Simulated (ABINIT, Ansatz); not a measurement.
# Lattice dynamics of Tm (P6_3/mmc) in two programs, part 3 of 4

How does Tm (P6_3/mmc) vibrate, and is this structure a minimum?

ABINIT 10.8.3; DFT PBE, scalar-relativistic, plane waves, PseudoDojo norm-conserving, 4f in core pseudopotentials.

So far. Step 4 (Ground state): The cell stands at -2.7 GPa: the relaxation ran with a smoothed and higher cutoff and on another k mesh. Step 5 (Linear response at Γ): The acoustic modes at Γ come out as far as 3.6 cm⁻¹ from zero, where they should vanish, a small numerical error. The relaxed cell has a = 3.543, c = 5.532 Å (conventional setting).

## Step 7: Dispersion

anaddb transforms the dynamical matrices to force constants and back along the path; points of the mesh come back as solved, but for the sum rule and, in polar crystals, the LO-TO term at Γ; the rest is interpolation.

anaddb.abi reads:

```
ddb_filepath "all_DDB"
output_file "anaddb.abo"
outdata_prefix "anaddb"
ifcflag 1
ngqpt 4 4 2
nqshft 1
q1shft 0.0 0.0 0.0
asr 1
chneut 0
dipdip 0
dipquad 0
quadquad 0
enunit 0
eivec 0
nph1l 93
qph1l 
    0.0 0.0 0.0 1.0
    0.05 0.0 0.0 1.0
    0.1 0.0 0.0 1.0
    0.15 0.0 0.0 1.0
    0.2 0.0 0.0 1.0
    0.25 0.0 0.0 1.0
    0.3 0.0 0.0 1.0
    0.35 0.0 0.0 1.0
    0.4 0.0 0.0 1.0
    0.45 0.0 0.0 1.0
    0.5 0.0 0.0 1.0
    0.48333333 0.03333333 0.0 1.0
    0.46666667 0.06666667 0.0 1.0
    0.45 0.1 0.0 1.0
    0.43333333 0.13333333 0.0 1.0
    0.41666667 0.16666667 0.0 1.0
    0.4 0.2 0.0 1.0
    0.38333333 0.23333333 0.0 1.0
    0.36666667 0.26666667 0.0 1.0
    0.35 0.3 0.0 1.0
    0.33333333 0.33333333 0.0 1.0
    0.3 0.3 0.0 1.0
    0.26666667 0.26666667 0.0 1.0
    0.23333333 0.23333333 0.0 1.0
    0.2 0.2 0.0 1.0
    0.16666667 0.16666667 0.0 1.0
    0.13333333 0.13333333 0.0 1.0
    0.1 0.1 0.0 1.0
    0.06666667 0.06666667 0.0 1.0
    0.03333333 0.03333333 0.0 1.0
    0.0 0.0 0.0 1.0
    0.0 0.0 0.05 1.0
    0.0 0.0 0.1 1.0
    0.0 0.0 0.15 1.0
    0.0 0.0 0.2 1.0
    0.0 0.0 0.25 1.0
    0.0 0.0 0.3 1.0
    0.0 0.0 0.35 1.0
    0.0 0.0 0.4 1.0
    0.0 0.0 0.45 1.0
    0.0 0.0 0.5 1.0
    0.05 0.0 0.5 1.0
    0.1 0.0 0.5 1.0
    0.15 0.0 0.5 1.0
    0.2 0.0 0.5 1.0
    0.25 0.0 0.5 1.0
    0.3 0.0 0.5 1.0
    0.35 0.0 0.5 1.0
    0.4 0.0 0.5 1.0
    0.45 0.0 0.5 1.0
    0.5 0.0 0.5 1.0
    0.48333333 0.03333333 0.5 1.0
    0.46666667 0.06666667 0.5 1.0
    0.45 0.1 0.5 1.0
    0.43333333 0.13333333 0.5 1.0
    0.41666667 0.16666667 0.5 1.0
    0.4 0.2 0.5 1.0
    0.38333333 0.23333333 0.5 1.0
    0.36666667 0.26666667 0.5 1.0
    0.35 0.3 0.5 1.0
    0.33333333 0.33333333 0.5 1.0
    0.3 0.3 0.5 1.0
    0.26666667 0.26666667 0.5 1.0
    0.23333333 0.23333333 0.5 1.0
    0.2 0.2 0.5 1.0
    0.16666667 0.16666667 0.5 1.0
    0.13333333 0.13333333 0.5 1.0
    0.1 0.1 0.5 1.0
    0.06666667 0.06666667 0.5 1.0
    0.03333333 0.03333333 0.5 1.0
    0.0 0.0 0.5 1.0
    0.5 0.0 0.5 1.0
    0.5 0.0 0.45 1.0
    0.5 0.0 0.4 1.0
    0.5 0.0 0.35 1.0
    0.5 0.0 0.3 1.0
    0.5 0.0 0.25 1.0
    0.5 0.0 0.2 1.0
    0.5 0.0 0.15 1.0
    0.5 0.0 0.1 1.0
    0.5 0.0 0.05 1.0
    0.5 0.0 0.0 1.0
    0.33333333 0.33333333 0.5 1.0
    0.33333333 0.33333333 0.45 1.0
    0.33333333 0.33333333 0.4 1.0
    0.33333333 0.33333333 0.35 1.0
    0.33333333 0.33333333 0.3 1.0
    0.33333333 0.33333333 0.25 1.0
    0.33333333 0.33333333 0.2 1.0
    0.33333333 0.33333333 0.15 1.0
    0.33333333 0.33333333 0.1 1.0
    0.33333333 0.33333333 0.05 1.0
    0.33333333 0.33333333 0.0 1.0
```

mrgddb.in reads:

```
all_DDB
merged
8
dfpt_gammao_DDB
dfpt_qo_DS1_DDB
dfpt_qo_DS2_DDB
dfpt_qo_DS3_DDB
dfpt_qo_DS4_DDB
dfpt_qo_DS5_DDB
dfpt_qo_DS6_DDB
dfpt_qo_DS7_DDB
```

On the command line:

```bash
> mrgddb < mrgddb.in > mrgddb.log
> OMP_NUM_THREADS=1 anaddb anaddb.abi > anaddb.log
```

anaddb.abo, the main output file:

```text
[banners, grids, parts of the stress and lines that vanish by symmetry left out]
-outvars_anaddb: echo values of input variables ----------------------

 Flags :
[...]
Phonon wavevector (reduced coordinates) :  0.00000  0.00000  0.00000
 Phonon energies in Hartree :
[...]
Phonon frequencies in cm-1    :
-  0.000000E+00  0.000000E+00  0.000000E+00  6.830650E+01  6.830650E+01
-  1.158312E+02
[...]
Phonon wavevector (reduced coordinates) :  0.05000  0.00000  0.00000
 Phonon energies in Hartree :
[...]
Phonon frequencies in cm-1    :
-  9.664594E+00  1.001181E+01  1.584735E+01  6.889700E+01  6.989911E+01
-  1.158692E+02
[...]
Phonon wavevector (reduced coordinates) :  0.10000  0.00000  0.00000
 Phonon energies in Hartree :
[...]
Phonon frequencies in cm-1    :
-  1.912592E+01  1.971051E+01  3.133177E+01  7.067801E+01  7.410887E+01
-  1.159225E+02
[...]
Phonon wavevector (reduced coordinates) :  0.15000  0.00000  0.00000
 Phonon energies in Hartree :
[...]
Phonon frequencies in cm-1    :
-  2.820652E+01  2.874850E+01  4.602933E+01  7.365913E+01  7.966085E+01
-  1.158297E+02
[...]
Phonon wavevector (reduced coordinates) :  0.20000  0.00000  0.00000
 Phonon energies in Hartree :
[...]
Phonon frequencies in cm-1    :
-  3.677058E+01  3.677105E+01  5.945792E+01  7.778043E+01  8.531929E+01
-  1.153837E+02
[...]
Phonon wavevector (reduced coordinates) :  0.25000  0.00000  0.00000
 Phonon energies in Hartree :
[...]
Phonon frequencies in cm-1    :
-  4.351623E+01  4.472398E+01  7.111346E+01  8.279626E+01  9.031139E+01
-  1.144039E+02
  Phonon wavevector (reduced coordinates) :  0.30000  0.00000  0.00000
 Phonon energies in Hartree :
[...]
Phonon frequencies in cm-1    :
-  4.890550E+01  5.198087E+01  8.046887E+01  8.820664E+01  9.444377E+01
-  1.128086E+02
  Phonon wavevector (reduced coordinates) :  0.35000  0.00000  0.00000
 Phonon energies in Hartree :
[...]
Phonon frequencies in cm-1    :
-  5.299872E+01  5.840685E+01  8.698207E+01  9.334173E+01  9.803469E+01
-  1.106829E+02
  Phonon wavevector (reduced coordinates) :  0.40000  0.00000  0.00000
 Phonon energies in Hartree :
[...]
Phonon frequencies in cm-1    :
-  5.588277E+01  6.372081E+01  9.056417E+01  9.753824E+01  1.013072E+02
-  1.083474E+02
  Phonon wavevector (reduced coordinates) :  0.45000  0.00000  0.00000
 Phonon energies in Hartree :
[...]
Phonon frequencies in cm-1    :
-  5.760588E+01  6.739792E+01  9.208689E+01  1.002729E+02  1.036993E+02
-  1.064080E+02
  Phonon wavevector (reduced coordinates) :  0.50000  0.00000  0.00000
 Phonon energies in Hartree :
[...]
Phonon frequencies in cm-1    :
-  5.818017E+01  6.874551E+01  9.248614E+01  1.012210E+02  1.045660E+02
-  1.056301E+02
  Phonon wavevector (reduced coordinates) :  0.48333  0.03333  0.00000
 Phonon energies in Hartree :
[...]
Phonon frequencies in cm-1    :
-  5.878281E+01  6.895560E+01  9.238643E+01  1.011563E+02  1.043724E+02
-  1.054177E+02
  Phonon wavevector (reduced coordinates) :  0.46667  0.06667  0.00000
 Phonon energies in Hartree :
[...]
Phonon frequencies in cm-1    :
-  6.051937E+01  6.958278E+01  9.204070E+01  1.010216E+02  1.038011E+02
-  1.047851E+02
  Phonon wavevector (reduced coordinates) :  0.45000  0.10000  0.00000
 Phonon energies in Hartree :
[...]
Phonon frequencies in cm-1    :
-  6.319711E+01  7.061773E+01  9.135311E+01  1.009512E+02  1.028801E+02
-  1.037464E+02
[...]
Phonon wavevector (reduced coordinates) :  0.10000  0.00000  0.50000
 Phonon energies in Hartree :
[...]
Phonon frequencies in cm-1    :
-  5.282725E+01  5.282725E+01  5.395319E+01  5.395319E+01  8.510332E+01
-  8.510332E+01
  Phonon wavevector (reduced coordinates) :  0.15000  0.00000  0.50000
 Phonon energies in Hartree :
[...]
Phonon frequencies in cm-1    :
-  5.655549E+01  5.655549E+01  5.803039E+01  5.803039E+01  8.819189E+01
-  8.819189E+01
  Phonon wavevector (reduced coordinates) :  0.20000  0.00000  0.50000
 Phonon energies in Hartree :
[...]
Phonon frequencies in cm-1    :
-  6.096338E+01  6.096338E+01  6.186054E+01  6.186054E+01  9.173354E+01
-  9.173354E+01
  Phonon wavevector (reduced coordinates) :  0.25000  0.00000  0.50000
 Phonon energies in Hartree :
[...]
Phonon frequencies in cm-1    :
-  6.487508E+01  6.487508E+01  6.554509E+01  6.554509E+01  9.512411E+01
-  9.512411E+01
  Phonon wavevector (reduced coordinates) :  0.30000  0.00000  0.50000
 Phonon energies in Hartree :
[...]
Phonon frequencies in cm-1    :
-  6.692480E+01  6.692480E+01  6.986748E+01  6.986748E+01  9.789772E+01
-  9.789772E+01
  Phonon wavevector (reduced coordinates) :  0.35000  0.00000  0.50000
 Phonon energies in Hartree :
[...]
Phonon frequencies in cm-1    :
-  6.811185E+01  6.811185E+01  7.358228E+01  7.358228E+01  9.985036E+01
-  9.985036E+01
[...]
Phonon wavevector (reduced coordinates) :  0.33333  0.33333  0.05000
 Phonon energies in Hartree :
[...]
Phonon frequencies in cm-1    :
-  8.163304E+01  8.163304E+01  8.934167E+01  8.934167E+01  9.425199E+01
-  1.021123E+02
  Phonon wavevector (reduced coordinates) :  0.33333  0.33333  0.00000
 Phonon energies in Hartree :
[...]
Phonon frequencies in cm-1    :
-  8.395997E+01  8.395997E+01  8.733013E+01  8.733013E+01  9.422021E+01
-  1.021772E+02
-
```

Run time: 0.57 s. Hardware: 1 thread of Arm Neoverse N1, shared host.

Numbers from this step:

- lowest frequency on the path: 0 cm⁻¹

Anaddb. The phonon branches at the labelled points (cm⁻¹):

```csv
point,branch 1,branch 2,branch 3,branch 4,branch 5,branch 6
Γ,0,0,0,68,68,116
halfway,44,45,71,83,90,114
M,58,69,92,101,105,106
halfway,70,74,89,100,100,101
K,84,84,87,87,94,102
halfway,51,54,72,89,93,113
Γ,0,0,0,68,68,116
halfway,27,27,45,64,64,107
A,49,49,49,49,82,82
halfway,65,65,66,66,95,95
L,69,69,79,79,102,102
halfway,59,59,90,90,103,103
H,54,54,98,98,103,103
halfway,58,58,76,76,98,98
A,49,49,49,49,82,82
jump to L,69,69,79,79,102,102
halfway,64,65,85,94,103,104
M,58,69,92,101,105,106
jump to H,54,54,98,98,103,103
halfway,66,66,95,99,99,101
K,84,84,87,87,94,102
```

The phonon branches as a text plot (rows in cm⁻¹):

```
    114 |*****           *******
    109 |     **                *
    104 |       ******* *                *********       ***** **
     99 |     ******   **        *     **      *  **       ****
     94 |    ** **  ***  *            *      ** *   *     * *****
     89 |    * *  ** *   **       *  *      *    *   *   * *    *
     85 |   * *     ***            **             *   *** *
     80 |  ***      * *** **             ***             *      *
     75 | **       *   *   **     *     *          *           *
     70 |**     ***     **  ***        ****         *    *  *
     65 |      *  *     * *    **     **   *             ***
     60 |   * * **               *          *        *     ** *
     56 |      *         * *        **       **********      *
     51 |    **          *        ***                 ***
     46 |  *              *     * *
     41 |                 *
     36 |   *              **    *
     31 | *                *
     27 |  *                    *
     22 | *                 **
     17 |**                    *
     12 |*                   * *
      7 |
      2 |                     *
         Γ      M    K        Γ   A       L    H       A|L M|H  K
```

All branches are real along the path.

## Step 8: Sums over the zone

Sums over the zone need many more wavevectors than were solved, so the interpolation is sampled on a dense mesh.

anaddb.abi reads:

```
ddb_filepath "all_DDB"
output_file "anaddb.abo"
outdata_prefix "anaddb"
ifcflag 1
ngqpt 4 4 2
nqshft 1
q1shft 0.0 0.0 0.0
asr 1
chneut 0
dipdip 0
dipquad 0
quadquad 0
prtdos 2
ng2qpt 15 15 8
dosdeltae 4.5563e-06
ntemper 11
temperinc 100.0
tempermin 0.0
```

On the command line:

```bash
> OMP_NUM_THREADS=1 anaddb anaddb.abi > anaddb.log
```

anaddb.abo, the main output file:

```text
[banners, grids, parts of the stress and lines that vanish by symmetry left out]
-outvars_anaddb: echo values of input variables ----------------------

 Flags :
     ifcflag         1
 Miscellaneous information :
         asr         1
      chneut         0
 Interatomic Force Constants Inputs :
      dipdip         0
     dipquad         0
    quadquad         0
      ifcana         0
      ifcout         0
 Description of grid 1 :
        brav         1
       ngqpt         4         4         2
      nqshft         1
      q1shft
                     0.00000000E+00  0.00000000E+00  0.00000000E+00
 Phonon DOS information :
   dosdeltae  4.55630000E-06
    dossmear  4.55633525E-06
 Description of grid 2 (Fourier interp. or BZ sampling):
      ng2qpt        15        15         8
      ngrids         4
      q2shft         0.00000000E+00  0.00000000E+00  0.00000000E+00

================================================================================

 read the DDB information and perform some checks

  ==== Info on the Cryst% object ====
 Real(R)+Recip(G) space primitive vectors, cartesian coordinates (Bohr,Bohr^-1):
 R(1)=  6.6958747  0.0000000  0.0000000  G(1)=  0.1493457  0.0862248  0.0000000
 R(2)= -3.3479373  5.7987976  0.0000000  G(2)=  0.0000000  0.1724495  0.0000000
 R(3)=  0.0000000  0.0000000 10.4546740  G(3)=  0.0000000  0.0000000  0.0956510
 Unit cell volume ucvol=  4.0593431E+02 bohr^3
 Angles (23,13,12)=  9.00000000E+01  9.00000000E+01  1.20000000E+02 degrees
 Time-reversal symmetry is present
 Reduced atomic positions [iatom, xred, symbol]:
    1)    0.3333333  0.6666667  0.2500000  Tm
    2)    0.6666667  0.3333333  0.7500000  Tm

 DDB file with 8 blocks has been read.

================================================================================

 Calculation of the interatomic forces

       Homogeneous q point set in the B.Z.
 Grid q points  :       32
  1)   0.00000000E+00  0.00000000E+00  0.00000000E+00
  2)   2.50000000E-01  0.00000000E+00  0.00000000E+00
  3)   5.00000000E-01  0.00000000E+00  0.00000000E+00
  4)  -2.50000000E-01  0.00000000E+00  0.00000000E+00
  5)   0.00000000E+00  2.50000000E-01  0.00000000E+00
  6)   2.50000000E-01  2.50000000E-01  0.00000000E+00
  7)   5.00000000E-01  2.50000000E-01  0.00000000E+00
  8)  -2.50000000E-01  2.50000000E-01  0.00000000E+00
  9)   0.00000000E+00  5.00000000E-01  0.00000000E+00
 10)   2.50000000E-01  5.00000000E-01  0.00000000E+00
 11)   5.00000000E-01  5.00000000E-01  0.00000000E+00
 12)  -2.50000000E-01  5.00000000E-01  0.00000000E+00
 13)   0.00000000E+00 -2.50000000E-01  0.00000000E+00
 14)   2.50000000E-01 -2.50000000E-01  0.00000000E+00
[...]
26)   2.50000000E-01  5.00000000E-01  5.00000000E-01
 27)   5.00000000E-01  5.00000000E-01  5.00000000E-01
 28)  -2.50000000E-01  5.00000000E-01  5.00000000E-01
 29)   0.00000000E+00 -2.50000000E-01  5.00000000E-01
 30)   2.50000000E-01 -2.50000000E-01  5.00000000E-01
 31)   5.00000000E-01 -2.50000000E-01  5.00000000E-01
 32)  -2.50000000E-01 -2.50000000E-01  5.00000000E-01

 The interatomic forces have been obtained

================================================================================

 Calculation of phonon density of states

 Average speed of sound partial sums:     0.9480481683E-03 (at units)
-                                   =           2.0740 [km/s]

 Debye frequency from partial sums:     0.4990707761E-03 (Ha)
-                                 =     0.3283727961E+01 (THz)
-Debye temperature from partial sums:     0.1575940867E+03 (K)

 Average speed of sound:     0.9536740158E-03 (at units)
-                      =           2.0863 [km/s]

 Debye frequency from DOS:     0.5020323303E-03 (Ha)
-                        =     0.3303214051E+01 (THz)
-Debye temperature from DOS:     0.1585292716E+03 (K)

-
```

Run time: 0.64 s. Hardware: 1 thread.

Read from the output:

| Quantity | Value |
| --- | --- |
| share of modes beyond 3i cm⁻¹ on the dense interpolated mesh | 0 |
| zero-point energy per atom | 14.82 meV |
| heat capacity at 300 K | 24.62 J/(mol atoms K) |
| vibrational entropy at 300 K | 50.09 J/(mol atoms K) |

Tetrahedra. The phonon density of states by wavenumber; read off at these points:

```csv
wavenumber (cm⁻¹),phonon density of states (1/cm⁻¹/cell)
0.0,0
5.0,1.1e-4
10.0,4.5e-4
15.0,0.0017
20.0,0.00297
25.0,0.005
30.0,0.00785
35.0,0.0115
40.0,0.0165
45.0,0.0242
50.0,0.0378
55.0,0.0872
60.0,0.117
65.0,0.0834
70.0,0.0806
75.0,0.0625
80.0,0.0783
85.0,0.106
86.0,0.110
90.0,0.0886
95.0,0.106
100.0,0.157
102.0,0.211
105.0,0.107
110.0,0.0373
115.0,0.0214
120.0,0
```

Harmonic thermodynamic functions per atom, summed over the density of states scaled to three modes an atom; melting is ignored. Thermodynamic functions:

```csv
T (K),F_vib (meV/atom),S (J/mol-atom/K),C_V (J/mol-atom/K)
0,14.82,0,0
50,13.08,10.23,16.33
100,4,23.92,22.26
200,-30.07,40.17,24.23
300,-77.18,50.09,24.62
400,-132.9,57.2,24.76
500,-195.2,62.73,24.83
600,-262.6,67.26,24.86
700,-334.4,71.09,24.88
800,-409.8,74.42,24.9
900,-488.5,77.35,24.91
1000,-570,79.97,24.91
```

At 300 K the heat capacity has reached 99 % of the Dulong-Petit value.

(Part 3 of 4 ends here.)

[Host names and launcher messages were left out of these logs when they were recorded.]

[Logs are printed without paths, hosts, clocks, repeated set-up lines and the standing remarks that a program may print on its own settings, such as how far it seeks lower states.]

[Hosts, paths, dates, database ids (printed as entryN), source tags and the programs' standing remarks are cut or masked in the printed files.]
